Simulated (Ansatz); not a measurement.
# Phonons of NaSe (Fm-3m) against volume, part 2 of 2

Wanted: mode Grüneisen parameters of NaSe (Fm-3m).

Ansatz 0.2.0; DFT PBEsol, scalar-relativistic, plane waves, PAW; PAW set soft_1.

So far, highest frequency on the path or at a solved wavevector (cm⁻¹): step 2 (phonons on a q mesh) 183.

## Step 4: Phonons at the other volume, volume ratio 0.97

The phonons are repeated at this volume on the same k and q meshes.

The input, input.yaml:

```yaml
crystal:
  lattice:
    - [0.0, 2.9053882409, 2.9053882409]
    - [2.9053882409, 0.0, 2.9053882409]
    - [2.9053882409, 2.9053882409, 0.0]
  atoms:
    - { symbol: Na, position: [0.0, 0.0, 0.0] }
    - { symbol: Se, position: [0.5, 0.5, 0.5], spin: 0.7 }
kpoints:
  mp_grid: { grid: [12, 12, 12] }
hamiltonian:
  xc: pbesol
  pseudopotentials: { kind: paw, azcp: { folder: soft_1 }, xc_functional: pbe }
scf:
  occupations: { method: gaussian, width: 0.15 }
output:
  eigenvalues: true
  populations: true
magnetization:
  spin_polarized: true
phonons:
  method: dfpt
  qmesh: [4, 4, 4]
  temperatures: { t_max: 1000, t_step: 50 }
  qpath:
    path:
      - [[0.0, 0.0, 0.0], [0.5, 0.0, 0.5], [0.625, 0.25, 0.625]]
      - [[0.375, 0.375, 0.75], [0.0, 0.0, 0.0], [0.5, 0.5, 0.5], [0.5, 0.25, 0.75], [0.5, 0.0, 0.5]]
    npoints: 10
```

Run with:

```sh
$ ansatz run input.yaml --threads 4 --pin off --max-ram 10240MiB --backend cpu --events-out ev --progress --plain --runs-dir out
```

Numbers of over 12 decimals in the logs are rounded to 6 here.

What it wrote:

```text
[...]
Crystal: 2 atoms, lattice volume = 49.050 Å³
Basis set: ecut = 420 eV, 941 PW (Γ), exchange–correlation on 60×60×60 points (8 copies of the dense FFT grid, shifted against one another)
Bands: 17, of which v1, the nominal top of the filled ones, is band 13 counted from 1 (12 counted from 0)
Symmetry: 48 space group operations
[...]
k-points: 72 of 1728
[...]
Starting moments: Σ|m| = 0.7 μB on 1 of 2 sites
[...]
SCF 1 converged in 19 iterations: F = -6900.834461 eV  dr2 = 5.13e-9
[...]
SCF iter   6: F=-6900.834461 eV  HF=-6900.834461 eV  |F-HF|=2.73e-12  |Δ(HF+E_count)|=  1.64e-11  Δρ=3.86e-8 (↑2.97e-8 ↓3.86e-8)  dr2=1.23e-12  dr2_m=2.84e-13  M=0.869 μB ∫|m|=0.886 μB  ethr=1.00e-12  ⟨swp⟩=5.0  Hψ=8277  notcnv=0
SCF 2 converged in 6 iterations: F = -6900.834461 eV  dr2 = 1.23e-12
[...]
SCF iter   4: F=-6900.834461 eV  HF=-6900.834461 eV  |F-HF|=3.64e-12  |Δ(HF+E_count)|=  1.82e-12  Δρ=7.03e-8 (↑7.03e-8 ↓5.74e-8)  dr2=4.49e-12  dr2_m=7.21e-13  M=0.869 μB ∫|m|=0.886 μB  ethr=1.00e-12  ⟨swp⟩=2.1  Hψ=4865  notcnv=0
SCF 3 converged in 4 iterations: F = -6900.834461 eV  dr2 = 4.49e-12
[...]
NSCF: frozen V_eff on 72 k-points
[...]
SCF converged after 6 iterations
Magnetization: 0.8687 μB (12.9344 up, 12.0656 down)
Absolute magnetization: 0.8728 μB (∫|ρ↑−ρ↓|, with the PAW one-centre terms)
[...]
Per-site moments (μB) at R_I (Å): [(0.017721, 1.198473), (0.634560, 1.198473)]
Free energy (F): -6900.834461 eV
[...]
Internal energy: -6900.810572 eV  (E = F + TS)
E sigma→0 (E₀):  -6900.822517 eV
Entropy (-TS):   -0.023889 eV (-11.945 meV/atom)
Fermi energy:    3.691261 eV
[...]
--- Band table (eV; the first three rows and the last of 144) ---
  k-point 0 ↑: bands = [... 9 lower, -8.2976, 3.8321, 3.8321, 3.8321, 7.6670, 12.2831, 12.2831, 12.2831]
  k-point 1 ↑: bands = [... 9 lower, -8.2638, 3.5089, 3.7999, 3.7999, 7.9976, 12.0223, 12.3929, 12.3929]
  k-point 2 ↑: bands = [... 9 lower, -8.1691, 2.8014, 3.7147, 3.7147, 8.6461, 11.7279, 12.6049, 12.6049]
  k-point 71 ↓: bands = [... 9 lower, -6.9232, 2.3749, 2.3749, 3.1018, 10.9191, 12.0377, 12.0377, 13.0397]
[...]
ASR residual: 1.903e-5 → 0.000e0 eV/Å²; symmetrization residual: 2.049e-7 eV/Å²
  ASR residual per site (eV/Å²): 1.90e-5 4.57e-6
  Γ frequencies (cm⁻¹): 0.00 0.00 0.00 181.22 181.22 181.22
--- Phonons (arbitrary-q DFPT): 8 irreducible q on the 4×4×4 mesh ---
[...]
interpolated dispersion: 62 rows × 6 modes
[...]
--- Löwdin populations: 2 sites ---
  site symbol       q [e]    m [muB]
     0     Na      8.3862    -0.0134
     1     Se     16.5729     0.8829
  spilling = 0.001639 (of n_electrons = 25.000000)
```

Elapsed: 10 min, on 4 threads of Arm Neoverse V1, shared host; peak memory 5.5 GiB; 41 min of CPU time.

Numbers from this step:

```yaml
magnetization: 0.8687 μB
sum_rule_residual_before_enforcement: 1.90e-5 eV/Å²
lowest_frequency_on_the_path: -58.40 cm⁻¹
highest_frequency_on_the_path_or_at_a_solved_wavevector: 194.9 cm⁻¹
highest_optical_mode_at_the_zone_centre_no_lo_to_term: 181.2 cm⁻¹
lowest_optical_zone_centre_mode: 181.2 cm⁻¹
lowest_mode_on_the_q_mesh_acoustic_modes_at_gamma_apart: -57.94 cm⁻¹
```

Frequencies (cm⁻¹) solved at each irreducible wavevector; negative means imaginary. Frequencies by wavevector, by row:

| q in reciprocal lattice units | star | mode 1 | mode 2 | mode 3 | mode 4 | mode 5 | mode 6 |
| --- | --- | --- | --- | --- | --- | --- | --- |
| 0 0 0 | 1 | 0 | 0 | 0 | 181.2 | 181.2 | 181.2 |
| 0 0 0.25 | 8 | 44.4 | 49 | 49 | 169.5 | 170.3 | 170.3 |
| 0 0 -0.5 | 4 | 78.3 | 78.3 | 79.5 | 154.9 | 154.9 | 155.7 |
| 0 0.25 0.25 | 6 | -41.6 | -41.6 | 70.3 | 159.1 | 184.4 | 184.4 |
| 0 0.25 -0.5 | 24 | -34.3 | 31.8 | 37.7 | 173.1 | 175 | 180.8 |
| 0 0.25 -0.25 | 12 | -57.9 | 73 | 73.3 | 155.7 | 157.1 | 187.9 |
| 0 -0.5 -0.5 | 3 | -37.5 | -35 | -35 | 187.1 | 187.1 | 194.9 |
| 0.25 -0.5 -0.25 | 6 | -49.5 | -49.5 | 52.1 | 156.7 | 190.8 | 190.8 |

The highest optical mode at the zone centre (no LO-TO term) is 181.2 cm⁻¹, +10.2 cm⁻¹ against the base run.

## Step 5: Relaxing at another volume, volume ratio 1.03

The volume is scaled by 1.03 and held; symmetry leaves nothing to relax, so this is a single point. The modes can then be followed against volume.

input.yaml, the sections that differ from step 4:

```yaml
crystal:
  lattice:
    - [0.0, 2.9640987708, 2.9640987708]
    - [2.9640987708, 0.0, 2.9640987708]
    - [2.9640987708, 2.9640987708, 0.0]
  atoms:
    - { symbol: Na, position: [0.0, 0.0, 0.0] }
    - { symbol: Se, position: [0.5, 0.5, 0.5], spin: 0.74 }
output:
  forces: true
  stress: true
  eigenvalues: true
  populations: true
# kpoints, hamiltonian, scf, magnetization: as in step 4
# phonons: removed
```

What it wrote:

```text
[...]
Crystal: 2 atoms, lattice volume = 52.084 Å³
Basis set: ecut = 420 eV, 965 PW (Γ), exchange–correlation on 60×60×60 points (8 copies of the dense FFT grid, shifted against one another)
Bands: 17, of which v1, the nominal top of the filled ones, is band 13 counted from 1 (12 counted from 0)
Symmetry: 48 space group operations
[...]
k-point 2 ↑: bands = [... 9 lower, -8.5873, 2.2793, 3.1227, 3.1227, 7.8197, 11.0950, 11.9744, 11.9744]
  k-point 71 ↓: bands = [... 9 lower, -7.3713, 1.9987, 1.9987, 2.6684, 10.1543, 11.3594, 11.3594, 12.2404]
--- Löwdin populations: 2 sites ---
  site symbol       q [e]    m [muB]
     0     Na      8.3868    -0.0160
     1     Se     16.5732     0.9621
  spilling = 0.001601 (of n_electrons = 25.000000)
[key lines of the parts left out:]
SCF converged after 13 iterations
Magnetization: 0.9448 μB (12.9724 up, 12.0276 down)
Free energy (F): -6900.834660 eV
Fermi energy:    3.190746 eV
P = ⅓ Tr σ = -0.6358 GPa (-6.358 kbar)
```

The job ended after 2.7 s (4 threads; peak memory 0.4 GiB; 10 s of CPU time).

This step gave:

```yaml
magnetization: 0.9448 μB
absolute_magnetization: 0.9498 μB
site_moments: 0.01730, 0.7044 μB
pressure: -0.6358 GPa
volume_per_atom: 26.04 Å³
```

The cell carries a net spin moment of 0.94 μB and an absolute one of 0.95 μB.

## Step 6: Phonons at the other volume, volume ratio 1.03

The phonons are repeated at this volume on the same k and q meshes.

input.yaml, the sections that differ from step 5:

```yaml
crystal:
  lattice:
    - [0.0, 2.9640987708, 2.9640987708]
    - [2.9640987708, 0.0, 2.9640987708]
    - [2.9640987708, 2.9640987708, 0.0]
  atoms:
    - { symbol: Na, position: [0.0, 0.0, 0.0] }
    - { symbol: Se, position: [0.5, 0.5, 0.5], spin: 0.77 }
output:
  eigenvalues: true
  populations: true
phonons:
  method: dfpt
  qmesh: [4, 4, 4]
  temperatures: { t_max: 1000, t_step: 50 }
  qpath:
    path:
      - [[0.0, 0.0, 0.0], [0.5, 0.0, 0.5], [0.625, 0.25, 0.625]]
      - [[0.375, 0.375, 0.75], [0.0, 0.0, 0.0], [0.5, 0.5, 0.5], [0.5, 0.25, 0.75], [0.5, 0.0, 0.5]]
    npoints: 10
# kpoints, hamiltonian, scf, magnetization: as in step 5
```

What it wrote:

```text
[...]
Crystal: 2 atoms, lattice volume = 52.084 Å³
Basis set: ecut = 420 eV, 965 PW (Γ), exchange–correlation on 60×60×60 points (8 copies of the dense FFT grid, shifted against one another)
Bands: 17, of which v1, the nominal top of the filled ones, is band 13 counted from 1 (12 counted from 0)
Symmetry: 48 space group operations
[...]
k-points: 72 of 1728
[...]
ASR residual per site (eV/Å²): 7.58e-6 5.03e-6
  Γ frequencies (cm⁻¹): 0.00 0.00 0.00 161.47 161.47 161.47
--- Phonons (arbitrary-q DFPT): 8 irreducible q on the 4×4×4 mesh ---
[...]
interpolated dispersion: 62 rows × 6 modes
[...]
--- Löwdin populations: 2 sites ---
  site symbol       q [e]    m [muB]
     0     Na      8.3868    -0.0160
     1     Se     16.5732     0.9622
  spilling = 0.001601 (of n_electrons = 25.000000)
[key lines of the parts left out:]
SCF converged after 4 iterations
Magnetization: 0.9448 μB (12.9724 up, 12.0276 down)
Free energy (F): -6900.834660 eV
Fermi energy:    3.190762 eV
```

The job ended after 9.8 min (4 threads; peak memory 5.8 GiB).

This step gave:

```
site moments                                            : 0.01729, 0.7044 μB
sum-rule residual before enforcement                    : 7.58e-6 eV/Å²
lowest frequency on the path                            : -51.64 cm⁻¹
highest frequency on the path or at a solved wavevector : 172.3 cm⁻¹
highest optical mode at the zone centre (no LO-TO term) : 161.5 cm⁻¹
lowest optical zone-centre mode                         : 161.5 cm⁻¹
lowest mode on the q mesh (acoustic modes at Γ apart)   : -51.4 cm⁻¹
```

Frequencies (cm⁻¹) solved at each irreducible wavevector; negative means imaginary. Frequencies by wavevector, by row:

| q in reciprocal lattice units | star | mode 1 | mode 2 | mode 3 | mode 4 | mode 5 | mode 6 |
| --- | --- | --- | --- | --- | --- | --- | --- |
| 0 0 0 | 1 | 0 | 0 | 0 | 161.5 | 161.5 | 161.5 |
| 0 0 0.25 | 8 | 39.2 | 42.2 | 42.2 | 149.9 | 151.2 | 151.2 |
| 0 0 -0.5 | 4 | 67.5 | 67.5 | 70.7 | 136.6 | 136.6 | 136.8 |
| 0 0.25 0.25 | 6 | -37 | -37 | 61.5 | 140.2 | 164 | 164 |
| 0 0.25 -0.5 | 24 | -33.9 | 25.5 | 36.9 | 152.8 | 155.1 | 159.8 |
| 0 0.25 -0.25 | 12 | -51.4 | 62.6 | 63.4 | 137.1 | 138.4 | 166.7 |
| 0 -0.5 -0.5 | 3 | -29.2 | -29.2 | -22.5 | 165.9 | 165.9 | 172.3 |
| 0.25 -0.5 -0.25 | 6 | -41.2 | -41.2 | 37.9 | 138.4 | 168.9 | 168.9 |

The highest optical mode at the zone centre (no LO-TO term) is 161.5 cm⁻¹, -9.6 cm⁻¹ against the base run.

## Step 7: Grüneisen parameters

The Grüneisen parameter of a mode is minus the logarithmic change of its frequency with volume, −d ln ω / d ln V; weighted by heat capacity it gives the expansion.

This step gave:

```
bulk modulus : 22.6 GPa
```

The phonon branches at the labelled points (cm⁻¹):

| point | branch 1 | branch 2 | branch 3 | branch 4 | branch 5 | branch 6 |
| --- | --- | --- | --- | --- | --- | --- |
| Γ | 0 | 0 | 0 | 171 | 171 | 171 |
| halfway | -39 | -39 | 66 | 149 | 174 | 174 |
| X | -32 | -32 | -30 | 176 | 176 | 183 |
| halfway | -36 | -32 | -25 | 173 | 173 | 183 |
| U | -46 | -14 | 26 | 164 | 166 | 181 |
| jump to K | -46 | -14 | 26 | 164 | 166 | 181 |
| halfway | -49 | 66 | 67 | 149 | 150 | 175 |
| Γ | 0 | 0 | 0 | 171 | 171 | 171 |
| halfway | 42 | 46 | 46 | 159 | 160 | 160 |
| L | 73 | 73 | 75 | 146 | 146 | 146 |
| halfway | -27 | 33 | 63 | 146 | 166 | 168 |
| W | -45 | -45 | 45 | 147 | 180 | 180 |
| halfway | -39 | -38 | 12 | 164 | 177 | 182 |
| X | -32 | -32 | -30 | 176 | 176 | 183 |

The same for volume x 0.97:

| point | branch 1 | branch 2 | branch 3 | branch 4 | branch 5 | branch 6 |
| --- | --- | --- | --- | --- | --- | --- |
| Γ | 0 | 0 | 0 | 181 | 181 | 181 |
| X | -37 | -35 | -35 | 187 | 187 | 195 |
| U | -51 | -12 | 30 | 174 | 176 | 193 |
| K | -51 | -12 | 30 | 174 | 176 | 193 |
| Γ | 0 | 0 | 0 | 181 | 181 | 181 |
| L | 78 | 78 | 80 | 155 | 155 | 156 |
| W | -50 | -50 | 52 | 157 | 191 | 191 |
| X | -37 | -35 | -35 | 187 | 187 | 195 |

The same for volume x 1.03:

| point | branch 1 | branch 2 | branch 3 | branch 4 | branch 5 | branch 6 |
| --- | --- | --- | --- | --- | --- | --- |
| Γ | 0 | 0 | 0 | 162 | 162 | 162 |
| X | -29 | -29 | -22 | 166 | 166 | 172 |
| U | -42 | -16 | 23 | 154 | 156 | 170 |
| K | -42 | -16 | 23 | 154 | 156 | 170 |
| Γ | 0 | 0 | 0 | 162 | 162 | 162 |
| L | 67 | 67 | 71 | 137 | 137 | 137 |
| W | -41 | -41 | 38 | 138 | 169 | 169 |
| X | -29 | -29 | -22 | 166 | 166 | 172 |

The first set of phonon branches as a text plot (rows in cm⁻¹):

```
    190 |
    179 |      *******************                      *********
    169 |******  *     ****       **********          **      *
    158 |  **   *          *     ***       ***      **      **
    147 |    ***            *****             **************
    137 |
    126 |
    116 |
    105 |
     95 |
     84 |
     74 |    **                *               ******
     63 |   *  *             ** *             **   *****
     52 |       *           *    *           *       *  *
     42 |  *               *      **        *       *    ***
     31 |        *         *        *     **          *     *
     21 | *              **          *   **          *       *
     10 |                            *  **             *
      0 |*                            **
    -11 | *       **    * *          *
    -21 |  *           * *          *                         *
    -32 |   ***   *******         **                  * *     ***
    -43 |      ***      ***      *                     *******
    -53 |                  ******
         Γ           X  U|K            Γ         L        W     X
```

## Step 8: Outcome

```yaml
bulk_modulus: 22.6 GPa
```

**Reading.** No expansion is given, because modes are imaginary at one volume or more. The highest optical mode at Γ goes from 181 to 161 cm⁻¹ as the cell grows, a Grüneisen parameter of 1.92. Branches are matched by rank, so values near crossings are rough. The ferromagnetic order comes from parallel starting moments and need not be the ground state. With no gap, or one that is small against the smearing, the frequencies hang on the k mesh and the smearing, most of all near Kohn anomalies. The PAW files were made for PBE and serve the other functionals too.

[Logs are printed without paths, hosts, clocks, repeated set-up lines and the standing remarks that a program may print on its own settings, such as how far it seeks lower states.]

[Hosts, paths, dates, database ids (printed as entryN), source tags and the programs' standing remarks are cut or masked in the printed files.]
